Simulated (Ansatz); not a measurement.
# Meshes and cutoff for the phonons of CaO (Lime, Fm-3m), part 2 of 2

Wanted: convergence of the phonons of CaO (Lime, Fm-3m) against cost.

Ansatz 0.2.0; DFT PBE, scalar-relativistic, plane waves, PAW.

So far. Step 11 (Another k mesh, q mesh 2×2×2): The highest optical mode at the zone centre (no LO-TO term) is 255.3 cm⁻¹, +0.0 cm⁻¹ against the base run. Step 12 (Another k mesh, k-mesh 12×12×12, q mesh 2×2×2): The highest optical mode at the zone centre (no LO-TO term) is 255.3 cm⁻¹, +0.0 cm⁻¹ against the base run. The relaxed cell has a = 4.831 Å (conventional setting).

## 13. The series together (continued)

The runs together. Table of phonon density of states by wavenumber; read off at these points; values in 1/cm⁻¹/cell:

```tsv
wavenumber (cm⁻¹)	6×6×6	8×8×8	12×12×12
2	0	0	0
18	3.0e-5	3.0e-5	3.0e-5
32	1.6e-4	1.6e-4	1.6e-4
48	3.7e-4	3.7e-4	3.7e-4
62	6.8e-4	6.8e-4	6.8e-4
72	9.6e-4	9.6e-4	9.6e-4
88	0.00157	0.00157	0.00157
102	0.0024	0.0024	0.0024
118	0.00367	0.00367	0.00367
132	0.00567	0.00567	0.00567
148	0.00942	0.00942	0.00942
162	0.0180	0.0180	0.0180
172	0.0286	0.0286	0.0286
178	0.0276	0.0276	0.0276
192	0.0258	0.0258	0.0258
202	0.0188	0.0188	0.0188
218	0.0133	0.0133	0.0133
232	0.0120	0.0120	0.0120
248	0.0108	0.0108	0.0108
262	0.0173	0.0172	0.0173
278	0.0520	0.0519	0.0519
288	0.111	0.112	0.112
292	0.0541	0.0545	0.0544
308	0.0156	0.0157	0.0156
322	0.0138	0.0139	0.0139
338	0.0126	0.0126	0.0125
348	0.00427	0.00427	0.00427
362	0.0049	0.00489	0.00489
378	0.00751	0.00751	0.00751
392	0.00668	0.00668	0.00668
408	0.00653	0.00653	0.00653
422	0.00664	0.00664	0.00664
438	0.00686	0.00686	0.00686
452	0.00713	0.00713	0.00713
468	0.00585	0.00585	0.00585
478	0.00516	0.00516	0.00516
492	0.00433	0.00433	0.00433
508	0.00346	0.00346	0.00346
522	0.00243	0.00243	0.00244
538	7.0e-5	8.0e-5	9.0e-5
```

The runs together, line C_V. C_V, 6×6×6 = 8×8×8 = 12×12×12 against temperature:

```tsv
temperature (K)	C_V, 6×6×6 = 8×8×8 = 12×12×12 (J/mol-atom/K)
0	0
50	1.73
100	8.76
150	14.5
200	18.0
250	20.1
300	21.4
350	22.2
400	22.8
450	23.2
500	23.5
550	23.8
600	24.0
650	24.1
700	24.2
750	24.3
800	24.4
850	24.4
900	24.5
950	24.5
1000	24.6
```

## 14. Another cutoff, cutoff 170 eV, q mesh 2×2×2

The cutoff is set to 170 eV on a small fixed q mesh.

input.yaml

```yaml
crystal:
  lattice:
    - [0.0, 2.4154724062, 2.4154724062]
    - [2.4154724062, 0.0, 2.4154724062]
    - [2.4154724062, 2.4154724062, 0.0]
  atoms:
    - { symbol: Ca, position: [0.0, 0.0, 0.0] }
    - { symbol: O, position: [0.5, 0.5, 0.5] }
kpoints:
  mp_grid: { grid: [8, 8, 8] }
hamiltonian:
  xc: pbe
scf:
  occupations: { method: fixed }
output:
  eigenvalues: true
phonons:
  method: dfpt
  qmesh: [2, 2, 2]
  temperatures: { t_max: 1000, t_step: 50 }
  qpath:
    path:
      - [[0.0, 0.0, 0.0], [0.5, 0.0, 0.5], [0.625, 0.25, 0.625]]
      - [[0.375, 0.375, 0.75], [0.0, 0.0, 0.0], [0.5, 0.5, 0.5], [0.5, 0.25, 0.75], [0.5, 0.0, 0.5]]
    npoints: 10
basis:
  ecutwfc: 170
```

Run with:

```
ansatz run input.yaml --threads 4 --pin off --max-ram 7168MiB --backend cpu --events-out ev --progress --plain --runs-dir out
```

Elapsed: 3.5 s, on 4 threads of Arm Neoverse V1, shared host; peak memory 0.36 GiB.

The run finished; it serves as a test, and its numbers are not taken as the result.

## 15. Another cutoff, cutoff 230 eV, q mesh 2×2×2

The cutoff is set to 230 eV on a small fixed q mesh.

input.yaml, as its differences from that of step 14:

```diff
@@ -26,2 +26,2 @@
 basis:
-  ecutwfc: 170
+  ecutwfc: 230
```

It took 4.7 s on 4 threads; peak memory 0.39 GiB; 16 s of CPU time.

The run finished; it serves as a test, and its numbers are not taken as the result.

## 16. Another cutoff, cutoff 290 eV, q mesh 2×2×2

The cutoff is set to 290 eV on a small fixed q mesh.

input.yaml, as its differences from that of step 15:

```diff
@@ -26,2 +26,2 @@
 basis:
-  ecutwfc: 230
+  ecutwfc: 290
```

Elapsed: 5.8 s, on 4 threads; peak memory 0.42 GiB; 20 s of CPU time.

The run finished; it serves as a test, and its numbers are not taken as the result.

## 17. Another cutoff, cutoff 360 eV, q mesh 2×2×2

The cutoff is set to 360 eV on a small fixed q mesh.

input.yaml, as its differences from that of step 16:

```diff
@@ -26,2 +26,2 @@
 basis:
-  ecutwfc: 290
+  ecutwfc: 360
```

The job ended after 7.2 s (4 threads; peak memory 0.42 GiB).

Frequencies (cm⁻¹) solved at each irreducible wavevector; negative means imaginary. Frequencies by wavevector, by row:

```tsv
q in reciprocal lattice units	star	mode 1	mode 2	mode 3	mode 4	mode 5	mode 6
0 0 0	1	0	0	0	254.2	254.2	254.2
0 0 -0.5	4	167.5	167.5	291.4	291.4	362.1	459.8
0 -0.5 -0.5	3	197.5	197.5	276.9	282.4	282.4	382.7
```

The highest optical mode at the zone centre (no LO-TO term) is 254.2 cm⁻¹, -1.0 cm⁻¹ against the base run.

## 18. Another cutoff, cutoff 550 eV, q mesh 2×2×2

The cutoff is set to 550 eV on a small fixed q mesh.

input.yaml, as its differences from that of step 17:

```diff
@@ -26,2 +26,2 @@
 basis:
-  ecutwfc: 360
+  ecutwfc: 550
```

It took 13 s on 4 threads; peak memory 0.51 GiB; 50 s of CPU time.

The highest optical mode at the zone centre (no LO-TO term) is 255.2 cm⁻¹, -0.1 cm⁻¹ against the base run.

## 19. Outcome

```json
{
 "mean frequency, q mesh 2×2×2": "277 cm⁻¹",
 "mean frequency, q mesh 3×3×3": "278 cm⁻¹",
 "mean frequency, q mesh 6×6×6": "278 cm⁻¹",
 "highest optical mode at the zone centre (no LO-TO term), k-mesh 2×2×2": "-179 cm⁻¹",
 "highest optical mode at the zone centre (no LO-TO term), k-mesh 4×4×4": "251 cm⁻¹",
 "highest optical mode at the zone centre (no LO-TO term), k-mesh 6×6×6": "255 cm⁻¹",
 "highest optical mode at the zone centre (no LO-TO term), k-mesh 8×8×8": "255 cm⁻¹",
 "highest optical mode at the zone centre (no LO-TO term), k-mesh 12×12×12": "255 cm⁻¹",
 "highest optical mode at the zone centre (no LO-TO term), cutoff 170 eV": "89.7 cm⁻¹",
 "highest optical mode at the zone centre (no LO-TO term), cutoff 230 eV": "249 cm⁻¹",
 "highest optical mode at the zone centre (no LO-TO term), cutoff 290 eV": "271 cm⁻¹",
 "highest optical mode at the zone centre (no LO-TO term), cutoff 360 eV": "254 cm⁻¹",
 "highest optical mode at the zone centre (no LO-TO term), cutoff 550 eV": "255 cm⁻¹"
}
```

Over the whole q mesh series, coarse runs included, the mean frequency runs from 276.9 to 277.7 cm⁻¹; from 2×2×2 on it stays within 0.8 cm⁻¹ of the finest run (6×6×6), against a tolerance of 2.8. The k mesh changes along this series too, so part of the change is its. Over the whole k mesh series, coarse runs included, the lowest mode on the q mesh (acoustic modes at Γ apart) runs from -178.6 to 168.0 cm⁻¹; from 4×4×4 on all solved modes stay within 4.2 cm⁻¹ of the finest run (12×12×12), against a tolerance of 4.6. Over the whole cutoff series, coarse runs included, the lowest mode on the q mesh (acoustic modes at Γ apart) runs from 89.7 to 175.2 cm⁻¹; from 360 eV on all solved modes stay within 1.0 cm⁻¹ of the finest run (550 eV), against a tolerance of 4.6. All runs share the cell relaxed at the base settings, which is not exactly at rest under another k mesh or cutoff. These are harmonic frequencies at zero temperature: anharmonic shifts, linewidths and thermal expansion are left out.

[Logs are printed without paths, hosts, clocks, repeated set-up lines and the standing remarks that a program may print on its own settings, such as how far it seeks lower states.]

[Hosts, paths, dates, database ids (printed as entryN), source tags and the programs' standing remarks are cut or masked in the printed files.]
